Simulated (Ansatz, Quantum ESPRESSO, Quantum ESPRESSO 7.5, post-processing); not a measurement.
## The basal face of Zr: relaxation and work function

Aim: the work function of the relaxed basal face of Zr, and how far the functional matters.

Main program and level: Quantum ESPRESSO 7.5; plane-wave DFT, PBE, GBRV ultrasoft pseudopotentials (geometry and cross-check by Ansatz 0.2.0 with PAW datasets; geometry under PBE).

**What experiment says.**

“Anisotropic work function of elemental crystals” (2019, arxiv:1902.07811) quotes from earlier work for Zr (polycrystalline sample, no single face): work function, loosely compared (polycrystalline sample, no single face) 4.05 eV.

Report form: the programs' logs are mostly left out.

## (1) Starting point

The cell holds 6 atoms: 6 Zr. Cell: a = 3.230 Å, b = 3.230 Å, c = 28.863 Å, α = 90.0°, β = 90.0°, γ = 60.0°. It derives from Zr. Vacuum lies along c.

## (2) Geometry from Ansatz of (0001)

The geometry comes first, from a plane-wave PAW code, so that the later runs on this slab share one structure.

File input.yaml:

```yaml
crystal:
  lattice:
    - [3.23, 0.0, 0.0]
    - [1.615, 2.7972620542, 0.0]
    - [0.0, 0.0, 28.863475]
  atoms:
    - { symbol: Zr, position: [0.6666666667, 0.6666666667, 0.2771669038] }
    - { symbol: Zr, position: [0.0, 0.0, 0.3663001423] }
    - { symbol: Zr, position: [0.6666666667, 0.6666666667, 0.4554333808] }
    - { symbol: Zr, position: [0.0, 0.0, 0.5445666192] }
    - { symbol: Zr, position: [0.6666666667, 0.6666666667, 0.6336998577] }
    - { symbol: Zr, position: [0.0, 0.0, 0.7228330962] }
kpoints:
  mp_grid: { grid: [12, 12, 1] }
hamiltonian:
  xc: pbe
scf:
  occupations: { method: fermi_dirac, width: 0.1 }
  convergence: { dr2_threshold: 1.0e-08 }
efield:
  axis: 3
  dipole_correction: true
  ramp_position: 0.97
  ramp_width: 0.04
relax:
  f_tol: 0.01
  constraints: [{ sites: [2, 3] }]
output:
  write_potential: true
  write_density: true
  volumetric_format: npy
```

Command:

```
$ ansatz run input.yaml --threads 2 --pin off --max-ram 4096MiB --backend cpu --events-out ev --progress --plain --runs-dir out
```

Wall time 35 s (2 threads of Arm Neoverse V2, shared host); peak memory 0.53 GiB.

The steps of the relaxation:

```tsv
step	energy less that of the first step (eV)	largest force component (eV/Å)
1	0.0000	0.5389
2	-0.0330	0.4724
3	-0.0699	0.0599
4	-0.0708	0.0028
```

The atoms that moved most (Å):

```tsv
atom	dx	dy	dz	length
Zr6	0.000	0.000	-0.071	0.071
Zr1	0.000	0.000	0.071	0.071
Zr2	0.000	0.000	-0.065	0.065
Zr5	0.000	0.000	0.065	0.065
```

Final coordinates:

```cif
data_structure
_symmetry_space_group_name_H-M 'P 1'
_symmetry_Int_Tables_number 1
_cell_length_a 3.2300
_cell_length_b 3.2300
_cell_length_c 28.8635
_cell_angle_alpha 90.000
_cell_angle_beta 90.000
_cell_angle_gamma 60.000
_cell_volume 260.79
loop_
_atom_site_label
_atom_site_type_symbol
_atom_site_fract_x
_atom_site_fract_y
_atom_site_fract_z
_atom_site_occupancy
Zr1 Zr 0.66667 0.66667 0.27963 1
Zr2 Zr 0.00000 0.00000 0.36404 1
Zr3 Zr 0.66667 0.66667 0.45543 1
Zr4 Zr 0.00000 0.00000 0.54457 1
Zr5 Zr 0.66667 0.66667 0.63596 1
Zr6 Zr 0.00000 0.00000 0.72037 1
```

The relaxation lowers the energy by 12 meV an atom. Held were the atoms numbered 3 and 4; the forces quoted are those on the free ones.

This step gave:

| Property | Result |
| --- | --- |
| free energy | -25101.3324 eV |
| energy at zero smearing | -25101.1986 eV |
| smearing term TS | 0.2675 eV |
| Fermi energy | 5.654 eV |
| symmetry operations | 6 |
| work function of the upper face | 4.172 eV |
| work function of the lower face | 4.172 eV |
| dipole along the normal | 2.37e-6 e·Å |

## (3) Ground state of (0001), PBE

Both faces of the slab are alike, so a plain periodic cell serves and symmetry is kept.

Level of this step: plane-wave DFT, PBE, GBRV ultrasoft pseudopotentials (Quantum ESPRESSO 7.5).

File 0001.pbe.in:

```
&control
  prefix = '0001.pbe'
  outdir = './out'
  pseudo_dir = './pseudo'
  calculation = 'scf'
  tprnfor = .true.
/
&system
  ibrav = 0
  nat = 6
  ntyp = 1
  ecutwfc = 40
  ecutrho = 200
  occupations = 'smearing'
  smearing = 'mv'
  degauss = 0.02
/
&electrons
  conv_thr = 1e-07
  mixing_beta = 0.4
  electron_maxstep = 120
  mixing_mode = 'local-TF'
/
ATOMIC_SPECIES
  Zr  91.2240  zr_pbe_v1.uspp.F.UPF
CELL_PARAMETERS angstrom
  3.22999999998630 0.00000000000000 0.00000000000000
  1.61499999999315 2.79726205421187 0.00000000000000
  0.00000000000000 0.00000000000000 28.86347500000000
ATOMIC_POSITIONS crystal
  Zr  0.666666666667 0.666666666667 0.279628864298
  Zr  0.000000000000 -0.000000000000 0.364041489831
  Zr  0.666666666667 0.666666666667 0.455433380800
  Zr  0.000000000000 0.000000000000 0.544566619200
  Zr  0.666666666667 0.666666666667 0.635958495655
  Zr  0.000000000000 -0.000000000000 0.720371121318
K_POINTS automatic
  12 12 1 0 0 0
```

Command:

```
$ OMP_NUM_THREADS=1 mpirun -n 2 pw.x -nk 2 -in 0001.pbe.in > 0001.pbe.out
```

It took 1.9 min on 2 MPI ranks; peak memory 0.55 GiB; 3.7 min of CPU time.

This step gave:

```
free energy  : -8092.4628 eV
Fermi energy : 5.740 eV
```

## (4) Electrostatic potential of (0001)

plot_num = 11 writes the bare and Hartree potential. It leaves out exchange and correlation, which fade slowly, so it flattens close to the surface.

File 0001.pbe.pot.in:

```
&inputpp
  prefix = '0001.pbe'
  outdir = './out'
  filplot = '0001.pbe.pot.dat'
  plot_num = 11
/
```

Command:

```
$ OMP_NUM_THREADS=1 mpirun -n 2 pp.x -in 0001.pbe.pot.in > 0001.pbe.pot.out
```

The job ended after 1 s (2 MPI ranks; peak memory 0.16 GiB).

Read from the output:

| Item | Value |
| --- | --- |
| work function of the upper face | 4.174 eV |
| slope of the potential above | 0.001459 eV/Å |
| upper vacuum line continued to the top atoms, over the Fermi level | 4.166 eV |
| work function of the lower face | 4.174 eV |
| slope of the potential below | -9.76e-4 eV/Å |
| lower vacuum line continued to the bottom atoms, over the Fermi level | 4.169 eV |

The potential energy, planar mean oscillates, so the rows of the table below give means over windows of 2.6 Å about each position, cut where the curve ends. Its maxima inside the range that stand out by 2 % of the span (Å: eV): 9.2: -1.01, 11.8: -0.0214, 14.4: -0.405, 17.1: -0.0215, 19.6: -1.01. Its minima: 8.1: -26.8, 10.5: -26.6, 13.2: -26.6, 15.7: -26.6, 18.4: -26.6, 20.8: -26.8.

Electrostatic potential energy of an electron; zero at the Fermi level. Potential energy, planar mean against z; means over each step:

z (Å), potential energy, planar mean (eV) and a bar from the least value:
```
     1.30        4.2 ##############################
     3.90        4.2 ##############################
     6.50       -1.0 #####################
     9.10      -12.5 
    11.70      -10.5 ####
    14.30      -11.2 ##
    16.90      -10.5 ####
    19.50      -12.6 
    22.10       -4.0 ###############
    24.70        4.1 ##############################
    27.30        4.2 ##############################
```

## (5) Self-consistent run of (0001), LDA

The same atoms under a second functional.

Level of this step: plane-wave DFT, LDA, GBRV ultrasoft pseudopotentials (Quantum ESPRESSO 7.5).

0001.lda.in, as its differences from the input of step 3:

```diff
@@ -1,3 +1,3 @@
 &control
-  prefix = '0001.pbe'
+  prefix = '0001.lda'
   outdir = './out'
@@ -24,3 +24,3 @@
 ATOMIC_SPECIES
-  Zr  91.2240  zr_pbe_v1.uspp.F.UPF
+  Zr  91.2240  zr_lda_v1.uspp.F.UPF
 CELL_PARAMETERS angstrom
```

Command:

```
$ OMP_NUM_THREADS=1 mpirun -n 2 pw.x -nk 2 -in 0001.lda.in > 0001.lda.out
```

Run time: 2.2 min. Hardware: 2 MPI ranks; peak memory 0.44 GiB; 4.3 min of CPU time.

Read from the output:

| Property | Result |
| --- | --- |
| free energy | -8103.7566 eV |
| Fermi energy | 5.495 eV |

## (6) Potential by pp.x of (0001)

File 0001.lda.pot.in:

```
&inputpp
  prefix = '0001.lda'
  outdir = './out'
  filplot = '0001.lda.pot.dat'
  plot_num = 11
/
```

Command:

```
$ OMP_NUM_THREADS=1 mpirun -n 2 pp.x -in 0001.lda.pot.in > 0001.lda.pot.out
```

The job ended after 0.97 s (2 MPI ranks; peak memory 0.16 GiB).

Read from the output:

| Quantity | Value |
| --- | --- |
| work function of the upper face | 4.380 eV |
| slope of the potential above | 0.001245 eV/Å |
| upper vacuum line continued to the top atoms, over the Fermi level | 4.374 eV |
| work function of the lower face | 4.381 eV |
| slope of the potential below | -8.27e-4 eV/Å |
| lower vacuum line continued to the bottom atoms, over the Fermi level | 4.376 eV |

On (0001) the work function under LDA lies +0.21 eV from PBE's.

## (7) The series side by side

All levels:

```tsv
level	work function (eV)	Ansatz, PBE (eV)	CPU time (s)
(0001), PBE	4.174	4.172	222.9
(0001), LDA	4.38	-	258.3
```

## (8) The arithmetic

For (0001) under PBE, on the run's own zero: φ = 9.914 − (5.740) = 4.174 eV.

## (9) Summary of results

* work function of (0001), PBE: 4.17 eV
* work function of (0001), LDA: 4.38 eV

**Reading.** Under PBE the work function is 4.17 eV on (0001). LDA lies +0.21 eV from PBE on the same atoms. The top two spacings change by -5.3 and +2.5 % on (0001). Ansatz, with Fermi-Dirac smearing and its own datasets, agrees within 0.00 eV under PBE. The slabs are thin and unreconstructed, at the tabulated lattice constant; thickness and mesh leave some 0.05 to 0.1 eV open.

Computed beside measured:

| quantity | measured | (0001), PBE |
| --- | --- | --- |
| work function, loosely compared (polycrystalline sample, no single face) (eV) | 4.05 | 4.17 (+0.12 eV) |

Measured values from arxiv:1902.07811 (2019).

**Verdict.** The work function, set beside that of the polycrystal, is off by +0.12 eV. A polycrystal averages over faces, so this is a loose comparison.

[Logs are printed without paths, hosts, clocks, repeated set-up lines and the standing remarks that a program may print on its own settings, such as how far it seeks lower states.]

[Hosts, paths, dates, database ids (printed as entryN), source tags and the programs' standing remarks are cut or masked in the printed files.]

[Maps of the electrostatic potential energy from Ansatz leave out the sawtooth potential of an applied field or a dipole correction, so their vacuum need not be flat; planar profiles and work functions include it.]
